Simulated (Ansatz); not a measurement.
Two G0W0 runs on BaNaLaWO6 (F-43m).

```cif
data_structure
_symmetry_space_group_name_H-M 'P 1'
_symmetry_Int_Tables_number 1
_cell_length_a 6.1147
_cell_length_b 6.1147
_cell_length_c 6.1147
_cell_angle_alpha 60.000
_cell_angle_beta 60.000
_cell_angle_gamma 60.000
_cell_volume 161.66
loop_
_atom_site_label
_atom_site_type_symbol
_atom_site_fract_x
_atom_site_fract_y
_atom_site_fract_z
_atom_site_occupancy
Na1 Na 0.75000 0.75000 0.75000 1
Ba2 Ba 0.25000 0.25000 0.25000 1
La3 La 0.00000 0.00000 0.00000 1
W4 W 0.50000 0.50000 0.50000 1
O5 O 0.72448 0.27552 0.27552 1
O6 O 0.27552 0.72448 0.72448 1
O7 O 0.72448 0.72448 0.27552 1
O8 O 0.27552 0.27552 0.72448 1
O9 O 0.27552 0.72448 0.27552 1
O10 O 0.72448 0.27552 0.72448 1
```

The cell is the Materials Project's (PBE, PBE+U or r2SCAN) relaxed one; the ions were relaxed with PBE or PBE+U in the database cell. Spin-orbit coupling is left out unless a run names it.

The first (Ansatz 0.2.0; start PBE+U(W-d,2), 2×2×2 mesh, 674 empty bands, screening to 150 eV, PAW set soft_1 files; 1 × NVIDIA H100 80GB HBM3 (shared by 6 runs) with 2 threads of AMD EPYC 7R13 (Zen 3), shared host) gave, on its mesh: starting gap 2.55 eV, G0W0 gap 3.61 eV, RPA ε∞ (mean) 4.83, 15 s.

The second changes start from PBE+U(W-d,2) to PBE+U(W-d,3). What does it give?

It gave: starting gap 2.59 eV, G0W0 gap 3.59 eV, RPA ε∞ (mean) 4.80, 14 s. The G0W0 gap moves by −0.03 eV, +0.03 eV from the start and −0.06 eV from the correction. Σc changes by +0.002 eV at the valence top and −0.01 eV at the conduction bottom, and Σx − Vxc between them by −0.05 eV.

Limits: not at the basis limit; f levels unsure; no spin-orbit coupling; coarse k mesh.

[Paths, hosts, dates, memory and timing lines, banners, echoed tables and standing remarks are left out of the program output.]

[Logs are printed without paths, hosts, clocks, repeated set-up lines and the standing remarks that a program may print on its own settings, such as how far it seeks lower states.]

[Runs of the session that timed out or met a known fault of the program may be left out.]

[Cells called generated may have been cut or substituted from an entry of the Crystallography Open Database or the Materials Project.]

[Hosts, paths, dates, database ids (printed as entryN), source tags and the programs' standing remarks are cut or masked in the printed files.]
